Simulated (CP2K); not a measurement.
Consider silyloxirane at its PBE geometry (Å).

```xyz
10

Si    1.4282   -0.1403   -0.1423
C    -0.2671    0.5594    0.2529
C    -1.4976   -0.2537    0.0966
O    -1.1551    0.7207   -0.9072
H     1.2586   -1.2748   -1.0913
H     2.0811   -0.6182    1.1116
H     2.2871    0.9100   -0.7577
H    -0.3393    1.3966    0.9581
H    -1.4221   -1.2979   -0.2216
H    -2.3737   -0.0021    0.7010
```

Method: CP2K XAS_TDP, all-electron GAPW, PBEh(45%), aug-pc-1, TDA, GW2X-corrected core level, no relativity.

**Question.** Predict the bright core excitations at the O K edge.

Leading lines: O4 533.79 eV. The leading line of an atom is its first one with 35 % of the strongest within 2.5 eV of its lowest line over the strength cut. Core ionisation energies at this level: O4 537.34 eV.

The first six lines of each atom with a strength over 0.0015:

| atom | energy (eV) | states | strength, one atom | above the computed threshold |
| --- | --- | --- | --- | --- |
| O4 (bonded to 2 C) | 533.79 | 1 | 0.0412 |  |
|  | 534.65 | 1 | 0.0394 |  |
|  | 536.87 | 1 | 0.0052 |  |
|  | 537.18 | 1 | 0.0035 |  |
|  | 537.70 | 1 | 0.0023 | yes |
|  | 537.82 | 1 | 0.0039 | yes |

Lines are vertical, at one geometry, with no vibrational structure. GW2X ionisation energies and lines can be off by 1 to 2 eV either way, and a good line position may hide errors that cancel. These values hold no scalar relativity, about 0.4 eV for O 1s. Rydberg lines, and the discretised continuum above threshold, depend on the basis and the box.

[Banner, clock and machine lines of the logs are left out without a mark of their own.]

[Logs are printed without paths, hosts, clocks, repeated set-up lines and the standing remarks that a program may print on its own settings, such as how far it seeks lower states.]

[Hosts, paths, dates, database ids (printed as entryN), source tags and the programs' standing remarks are cut or masked in the printed files.]
